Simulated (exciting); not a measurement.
# Electron–core-hole interaction in the Rb L₃ spectrum of RbAsF6

Aim: the Rb L₃ absorption edge of RbAsF6 with the electron–hole interaction treated explicitly, and what each term of the kernel does.

Calculated with exciting sodium; X-ray absorption, core-level Bethe-Salpeter equation, exchange and statically screened direct term, Tamm-Dancoff, all-electron LAPW+lo LDA.

Report form: the programs' logs are mostly left out.

## 1. Starting point

It takes space group R-3 (No. 148, trigonal). The conventional cell has a = 7.435 Å, b = 7.435 Å, c = 7.428 Å, α = 90.00°, β = 90.00°, γ = 120.00°. Nearest to Rb lie 12 F at 2.94 to 3.05 Å. As has 6 F at 1.75 Å nearest. Nearest to F lie 1 As at 1.75 Å and 2 Rb at 2.94 to 3.05 Å. Farther neighbours and most contacts between anions are not listed.

Coordinates:

```cif
data_structure
_symmetry_space_group_name_H-M 'P 1'
_symmetry_Int_Tables_number 1
_cell_length_a 4.9554
_cell_length_b 4.9554
_cell_length_c 4.9554
_cell_angle_alpha 97.213
_cell_angle_beta 97.213
_cell_angle_gamma 97.213
_cell_volume 118.53
loop_
_atom_site_label
_atom_site_type_symbol
_atom_site_fract_x
_atom_site_fract_y
_atom_site_fract_z
_atom_site_occupancy
Rb1 Rb 0.50000 0.50000 0.50000 1
As2 As 0.00000 0.00000 0.00000 1
F3 F 0.71201 0.79961 0.07741 1
F4 F 0.92259 0.28799 0.20039 1
F5 F 0.20039 0.92259 0.28799 1
F6 F 0.28799 0.20039 0.92259 1
F7 F 0.79961 0.07741 0.71201 1
F8 F 0.07741 0.71201 0.79961 1
```

Differences between curves are given as r.m.s. difference over r.m.s. height.

## 2. Ground state

The species files are the program's own, with muffin-tin radii set in the input.

The input, input.xml:

```
<input>
  <title>RbAsF6</title>
  <structure speciespath="." autormt="false" epslat="1.0e-5">
    <crystal>
      <basevect>7.0249790150 4.0558735253 4.6787359265</basevect>
      <basevect>-7.0249790150 4.0558735253 4.6787359265</basevect>
      <basevect>0.0000000000 -8.1117470506 4.6787359265</basevect>
    </crystal>
    <species speciesfile="Rb.xml" rmt="2.040">
      <atom coord="0.5000000000 0.5000000000 0.5000000000"/>
    </species>
    <species speciesfile="As.xml" rmt="1.855">
      <atom coord="0.0000000000 0.0000000000 0.0000000000"/>
    </species>
    <species speciesfile="F.xml" rmt="1.345">
      <atom coord="0.7120121400 0.7996116400 0.0774148000"/>
      <atom coord="0.9225852000 0.2879878600 0.2003883600"/>
      <atom coord="0.2003883600 0.9225852000 0.2879878600"/>
      <atom coord="0.2879878600 0.2003883600 0.9225852000"/>
      <atom coord="0.7996116400 0.0774148000 0.7120121400"/>
      <atom coord="0.0774148000 0.7120121400 0.7996116400"/>
    </species>
  </structure>
  <groundstate do="fromscratch" xctype="LDA_PW" ngridk="3 3 3" rgkmax="6.5" gmaxvr="14" nempty="8" swidth="0.001" maxscl="100" epsengy="1e-5"/>
</input>
```

On the command line:

```bash
$ OMP_NUM_THREADS=1 mpirun -n 4 exciting
```

It took 3.4 min on 4 MPI ranks of Intel Xeon at 2.70GHz, shared host.

The warnings file holds hints only, no warning.

The mesh shows a gap of 5.43 eV. Core levels (Dirac, from the valence top):

```csv
atom,level,energy (eV)
Rb,2s1/2,-1994.0
Rb,2p1/2,-1809.1
Rb,2p3/2,-1748.5
Rb,3s1/2,-286.4
Rb,3p1/2,-220.2
Rb,3p3/2,-211.0
Rb,3d3/2,-94.6
Rb,3d5/2,-93.1
```

## 3. A richer basis for the empty states

Each species file gets more local orbitals, built from u and its energy derivative at 0.15 Ha and u at 0.9 Ha.

input.xml is that of step 2.

The input, SPECIES.xml, added lines:

```
<lo l="L">  <!-- L = 0, 1, 2 -->
  <wf matchingOrder="0" trialEnergy="0.1500" searchE="false"/>
  <wf matchingOrder="1" trialEnergy="0.1500" searchE="false"/>
  <wf matchingOrder="0" trialEnergy="0.9000" searchE="false"/>
</lo>
```

On the command line:

```bash
$ OMP_NUM_THREADS=1 mpirun -n 4 exciting
```

Elapsed: 6.3 min, on 4 MPI ranks.

Against the first ground state the total energy moves by -13 meV an atom and the gap by 0.01 eV.

## 4. Screening, kernels and BSE for Rb atom 1

The absorber has 6 F at 2.94 Å and 6 F at 3.05 Å (distorted cuboctahedral, site symmetry -3).

input.xml: that of step 3 with these lines changed.

```diff
@@ -23,3 +23,19 @@
   </structure>
-  <groundstate do="fromscratch" xctype="LDA_PW" ngridk="3 3 3" rgkmax="6.5" gmaxvr="14" nempty="8" swidth="0.001" maxscl="100" epsengy="1e-5"/>
+  <groundstate do="skip" xctype="LDA_PW" ngridk="3 3 3" rgkmax="6.5" gmaxvr="14" nempty="8" swidth="0.001" maxscl="100" epsengy="1e-5"/>
+  <xs xstype="BSE" ngridk="2 2 2" ngridq="2 2 2" vkloff="0.097 0.273 0.493" rgkmax="6.5" nempty="49" gqmax="3" lmaxapwwf="5" lmaxemat="3" broad="0.02352" tevout="true">
+    <energywindow intv="64.014 65.631" points="439"/>
+    <screening screentype="full" nempty="78"/>
+    <BSE xas="true" xasspecies="1" xasatom="1" xasedge="L3" bsetype="singlet" nstlxas="1 45"/>
+    <qpointset>
+      <qpoint>0 0 0</qpoint>
+    </qpointset>
+    <plan>
+      <doonly task="xsgeneigvec"/>
+      <doonly task="writepmatxs"/>
+      <doonly task="scrgeneigvec"/>
+      <doonly task="scrwritepmat"/>
+      <doonly task="screen"/>
+      <doonly task="scrcoulint"/>
+    </plan>
+  </xs>
 </input>
```

The input, input.xml for the exchange start (cutoff and plan only):

```
  gqmax="2"
  <plan>
    <doonly task="exccoulint"/>
  </plan>
```

The input, input.xml for the last start (plan only):

```
  <plan>
    <doonly task="bse"/>
  </plan>
```

On the command line:

```bash
$ OMP_NUM_THREADS=1 mpirun -n 4 exciting
$ OMP_NUM_THREADS=1 mpirun -n 4 exciting
$ OMP_NUM_THREADS=4 exciting
```

Elapsed: 8.3 min, on 4 MPI ranks.

Wall time by task: xsgeneigvec 23 s, writepmatxs 15 s, scrgeneigvec 19 s, scrwritepmat 12 s, screen 78 s, scrcoulint 78 s, exccoulint 4.3 min, bse 6.1 s.

The Rb L₃ spectrum of Rb atom 1 (energy from the Kohn–Sham onset, core level to the lowest empty state found on the meshes used, 1753.90 eV; the ground-state mesh sets it, and the shifted mesh has its lowest transition 0.45 eV above it; Im ε scaled to the maximum of the singlet run; cut below the end of the band set):

```csv
E (eV),isotropic,ε ⊥ c,ε ∥ c
-4.0,0.02,0.02,0.02
-3.5,0.03,0.03,0.03
-3.0,0.03,0.03,0.03
-2.5,0.04,0.04,0.04
-2.0,0.06,0.06,0.06
-1.5,0.08,0.08,0.09
-1.0,0.13,0.13,0.13
-0.5,0.19,0.19,0.19
0.0,0.33,0.32,0.36
0.5,0.68,0.65,0.73
1.0,0.99,1.00,0.99
1.5,0.75,0.78,0.71
2.0,0.37,0.39,0.35
2.5,0.21,0.21,0.20
3.0,0.14,0.15,0.14
3.5,0.12,0.12,0.11
4.0,0.12,0.12,0.11
4.5,0.12,0.12,0.12
5.0,0.11,0.12,0.11
5.5,0.09,0.09,0.09
6.0,0.08,0.07,0.08
6.5,0.07,0.07,0.08
7.0,0.07,0.07,0.08
7.5,0.08,0.08,0.08
8.0,0.09,0.09,0.09
8.5,0.12,0.11,0.12
9.0,0.13,0.13,0.13
9.5,0.11,0.11,0.11
10.0,0.09,0.09,0.09
10.5,0.10,0.10,0.10
11.0,0.11,0.11,0.11
11.5,0.11,0.11,0.11
12.0,0.11,0.11,0.11
12.5,0.11,0.11,0.12
13.0,0.12,0.11,0.13
13.5,0.12,0.12,0.12
14.0,0.13,0.13,0.12
14.5,0.13,0.13,0.12
15.0,0.12,0.12,0.11
15.5,0.12,0.12,0.12
16.0,0.12,0.11,0.13
16.5,0.12,0.11,0.14
17.0,0.13,0.12,0.14
17.5,0.12,0.11,0.14
18.0,0.12,0.11,0.14
18.5,0.13,0.13,0.14
19.0,0.14,0.14,0.14
19.5,0.13,0.13,0.12
20.0,0.13,0.13,0.12
20.5,0.13,0.13,0.11
21.0,0.12,0.12,0.11
21.5,0.10,0.11,0.10
22.0,0.09,0.09,0.08
22.5,0.07,0.07,0.06
```

Maxima (height): 1.0 eV (1.00) and 18.9 eV (0.14).

The Hamiltonian has 1440 rows. The lowest groups of eigenvalues and the brightest ones, on the scale above (the program counts from the shifted mesh's onset, 0.45 eV higher). Core spinors bring spin-forbidden partners, so dark means forbidden by spin or by symmetry, and the shifted mesh splits states that symmetry would keep together:

```csv
energy (eV),states within 10 meV,relative strength
-1.410,4,0.0087
-1.238,4,0.0013
-1.019,4,0.0024
-0.993,4,0.0076
-0.877,4,0.011
-0.857,4,0.008
0.784,4,0.77
0.795,4,0.26
0.841,4,0.15
1.216,6,1.00
1.228,2,0.11
1.253,2,0.35
8.867,4,0.073
```

## 5. Independent particles

input.xml: that of step 4 with these lines changed.

```diff
@@ -27,3 +27,3 @@
     <screening screentype="full" nempty="78"/>
-    <BSE xas="true" xasspecies="1" xasatom="1" xasedge="L3" bsetype="singlet" nstlxas="1 45"/>
+    <BSE xas="true" xasspecies="1" xasatom="1" xasedge="L3" bsetype="IP" nstlxas="1 45"/>
     <qpointset>
@@ -32,8 +32,3 @@
     <plan>
-      <doonly task="xsgeneigvec"/>
-      <doonly task="writepmatxs"/>
-      <doonly task="scrgeneigvec"/>
-      <doonly task="scrwritepmat"/>
-      <doonly task="screen"/>
-      <doonly task="scrcoulint"/>
+      <doonly task="bse"/>
     </plan>
```

On the command line:

```bash
$ OMP_NUM_THREADS=4 exciting
```

Elapsed: 3 s, on 4 threads.

Maxima (height): 7.8 eV (0.40), 11.6 eV (0.15), 13.6 eV (0.15), 16.2 eV (0.16) and 21.3 eV (0.21). Against the singlet run the r.m.s. difference is 98 %. Moving the earlier curve by +6.6 eV leaves 52 %. The highest maximum lies at 7.8 eV (0.40), against 1.0 eV (1.00).

## 6. Exchange alone

input.xml: that of step 5 with these lines changed.

```diff
@@ -27,3 +27,3 @@
     <screening screentype="full" nempty="78"/>
-    <BSE xas="true" xasspecies="1" xasatom="1" xasedge="L3" bsetype="IP" nstlxas="1 45"/>
+    <BSE xas="true" xasspecies="1" xasatom="1" xasedge="L3" bsetype="RPA" nstlxas="1 45"/>
     <qpointset>
```

On the command line:

```bash
$ OMP_NUM_THREADS=4 exciting
```

Wall time 7.5 s (4 threads).

Maxima (height): 7.8 eV (0.40), 11.6 eV (0.15), 13.6 eV (0.15), 16.2 eV (0.16) and 21.3 eV (0.21). The spectrum is that of the independent-particle run within 1 %.

## 7. Broadening

Changed against the first singlet run: half width (eV) from 0.64 to 1.92.

input.xml: that of step 6 with these lines changed.

```diff
@@ -24,6 +24,6 @@
   <groundstate do="skip" xctype="LDA_PW" ngridk="3 3 3" rgkmax="6.5" gmaxvr="14" nempty="8" swidth="0.001" maxscl="100" epsengy="1e-5"/>
-  <xs xstype="BSE" ngridk="2 2 2" ngridq="2 2 2" vkloff="0.097 0.273 0.493" rgkmax="6.5" nempty="49" gqmax="3" lmaxapwwf="5" lmaxemat="3" broad="0.02352" tevout="true">
+  <xs xstype="BSE" ngridk="2 2 2" ngridq="2 2 2" vkloff="0.097 0.273 0.493" rgkmax="6.5" nempty="49" gqmax="3" lmaxapwwf="5" lmaxemat="3" broad="0.07056" tevout="true">
     <energywindow intv="64.014 65.631" points="439"/>
     <screening screentype="full" nempty="78"/>
-    <BSE xas="true" xasspecies="1" xasatom="1" xasedge="L3" bsetype="RPA" nstlxas="1 45"/>
+    <BSE xas="true" xasspecies="1" xasatom="1" xasedge="L3" bsetype="singlet" nstlxas="1 45"/>
     <qpointset>
```

On the command line:

```bash
$ OMP_NUM_THREADS=4 exciting
```

It took 7.5 s on 4 threads.

The spectrum differs from the singlet run by 49 % r.m.s. The highest maximum lies at 1.0 eV (0.38), against 1.0 eV (1.00). Only the width of each line changes; the area stays. A table step wider than the lines misses their tops.

```csv
E (eV),first run,this run
-11.0,0.00,0.01
-10.0,0.00,0.01
-9.0,0.01,0.02
-8.0,0.01,0.02
-7.0,0.01,0.02
-6.0,0.01,0.03
-5.0,0.01,0.04
-4.0,0.02,0.05
-3.0,0.03,0.08
-2.0,0.06,0.12
-1.0,0.13,0.19
0.0,0.33,0.30
1.0,0.99,0.38
2.0,0.37,0.32
3.0,0.14,0.22
4.0,0.12,0.16
5.0,0.11,0.13
6.0,0.08,0.11
7.0,0.07,0.10
8.0,0.09,0.10
9.0,0.13,0.11
10.0,0.09,0.11
11.0,0.11,0.11
12.0,0.11,0.11
13.0,0.12,0.11
14.0,0.13,0.11
15.0,0.12,0.11
16.0,0.12,0.11
17.0,0.13,0.11
18.0,0.12,0.11
19.0,0.14,0.11
20.0,0.13,0.11
21.0,0.12,0.10
22.0,0.09,0.08
```

## 8. Coarser mesh

Changed against the first singlet run: k mesh from 2×2×2 to 1×1×1.

input.xml: that of step 7 with these lines changed.

```diff
@@ -24,3 +24,3 @@
   <groundstate do="skip" xctype="LDA_PW" ngridk="3 3 3" rgkmax="6.5" gmaxvr="14" nempty="8" swidth="0.001" maxscl="100" epsengy="1e-5"/>
-  <xs xstype="BSE" ngridk="2 2 2" ngridq="2 2 2" vkloff="0.097 0.273 0.493" rgkmax="6.5" nempty="49" gqmax="3" lmaxapwwf="5" lmaxemat="3" broad="0.07056" tevout="true">
+  <xs xstype="BSE" ngridk="1 1 1" ngridq="1 1 1" vkloff="0.097 0.273 0.493" rgkmax="6.5" nempty="49" gqmax="3" lmaxapwwf="5" lmaxemat="3" broad="0.02352" tevout="true">
     <energywindow intv="64.014 65.631" points="439"/>
@@ -32,3 +32,8 @@
     <plan>
-      <doonly task="bse"/>
+      <doonly task="xsgeneigvec"/>
+      <doonly task="writepmatxs"/>
+      <doonly task="scrgeneigvec"/>
+      <doonly task="scrwritepmat"/>
+      <doonly task="screen"/>
+      <doonly task="scrcoulint"/>
     </plan>
```

The input, input.xml for the exchange start (cutoff and plan only):

```
  gqmax="2"
  <plan>
    <doonly task="exccoulint"/>
  </plan>
```

The input, input.xml for the last start (plan only):

```
  <plan>
    <doonly task="bse"/>
  </plan>
```

On the command line:

```bash
$ OMP_NUM_THREADS=4 exciting
$ OMP_NUM_THREADS=4 exciting
$ OMP_NUM_THREADS=4 exciting
```

Run time: 2 min. Hardware: 4 threads.

Wall time by task: xsgeneigvec 11 s, writepmatxs 12 s, scrgeneigvec 10 s, scrwritepmat 14 s, screen 16 s, scrcoulint 16 s, exccoulint 35 s, bse 1.7 s.

These settings are cheaper. The spectrum differs from the singlet run by 26 % r.m.s. The highest maximum lies at 1.3 eV (0.79), against 1.0 eV (1.00). The first bright state moves from 0.78 to 0.38 eV. The lowest bare transition of this run lies at 0.88 eV, against 0.45. A coarse mesh samples few band energies, and it inflates the long-range part of the attraction.

```csv
E (eV),first run,this run
-4.0,0.02,0.02
-3.0,0.03,0.03
-2.0,0.06,0.05
-1.0,0.13,0.09
0.0,0.33,0.27
1.0,0.99,0.74
2.0,0.37,0.57
3.0,0.14,0.20
4.0,0.12,0.14
5.0,0.11,0.08
6.0,0.08,0.07
7.0,0.07,0.09
8.0,0.09,0.08
9.0,0.13,0.11
10.0,0.09,0.19
11.0,0.11,0.11
12.0,0.11,0.13
13.0,0.12,0.15
14.0,0.13,0.10
15.0,0.12,0.09
16.0,0.12,0.11
17.0,0.13,0.10
18.0,0.12,0.13
19.0,0.14,0.18
20.0,0.13,0.15
21.0,0.12,0.09
22.0,0.09,0.06
```

## 9. The levels of theory side by side

```csv
level,curve passes 0.15 (eV),highest maximum (eV),its height
IP,5.3,7.8,0.40
RPA,5.3,7.8,0.40
singlet,-0.8,1.0,1.00
```

```csv
E (eV),IP,RPA,singlet
-4.0,0.00,0.00,0.02
-3.0,0.00,0.00,0.03
-2.0,0.01,0.01,0.06
-1.0,0.01,0.01,0.13
0.0,0.01,0.01,0.33
1.0,0.01,0.01,0.99
2.0,0.02,0.02,0.37
3.0,0.02,0.02,0.14
4.0,0.05,0.05,0.12
5.0,0.11,0.11,0.11
6.0,0.24,0.24,0.08
7.0,0.33,0.33,0.07
8.0,0.39,0.39,0.09
9.0,0.22,0.22,0.13
10.0,0.13,0.13,0.09
11.0,0.13,0.13,0.11
12.0,0.15,0.15,0.11
13.0,0.14,0.14,0.12
14.0,0.14,0.14,0.13
15.0,0.14,0.14,0.12
16.0,0.15,0.15,0.12
17.0,0.14,0.14,0.13
18.0,0.15,0.15,0.12
19.0,0.15,0.15,0.14
20.0,0.16,0.16,0.13
21.0,0.20,0.20,0.12
22.0,0.20,0.20,0.09
```

## 10. Outcome

- absorber and edge: Rb L₃, atom 1
- surroundings: 6 F at 2.94 Å and 6 F at 3.05 Å (distorted cuboctahedral, site symmetry -3)
- first bright state: 0.78 eV from the Kohn–Sham onset, on this mesh
- highest maximum: 1.0 eV
- cost of the BSE run: 8.3 min on 4 MPI ranks of Intel Xeon at 2.70GHz, shared host; the last task ran on as many threads

Is a core exciton bound? No bright one: the first bright state (over 5 % of the brightest) lies at 0.78 eV from the Kohn–Sham onset and at 0.34 eV from the lowest bare transition of its own mesh; weaker or dark states reach down to -1.41 eV. Changing the half width (eV) from 0.64 to 1.92 alters the spectrum by 49 % r.m.s. Exchange alone changes the independent-particle spectrum by 0.1 % r.m.s. With 8 k points the binding energies are rough, and fine structure above the first lines is partly noise of the mesh. Exchange and the short-range direct term aren't converged in the kernel cutoff. The zero comes from the unshifted 3×3×3 ground-state mesh; it is exact only where the band minimum lies on that mesh. The conduction states carry no spin here, so the exchange coupling to the spinor core hole is only partly held. This core level is treated alone, with no coupling to its spin–orbit partner. The Kohn–Sham onset, 1754 eV, is no photon energy (tabulated edge of the element: 1804 eV): the scale needs a rigid shift. Bands and screening come from semilocal DFT, whose small gap overscreens. Vibrations and energy-dependent lifetimes are left out. The structure is a Materials Project entry, computed there, and may be a hypothetical form.

[Logs are printed without paths, hosts, clocks, repeated set-up lines and the standing remarks that a program may print on its own settings, such as how far it seeks lower states.]

[Hosts, paths, dates, database ids (printed as entryN), source tags and the programs' standing remarks are cut or masked in the printed files.]
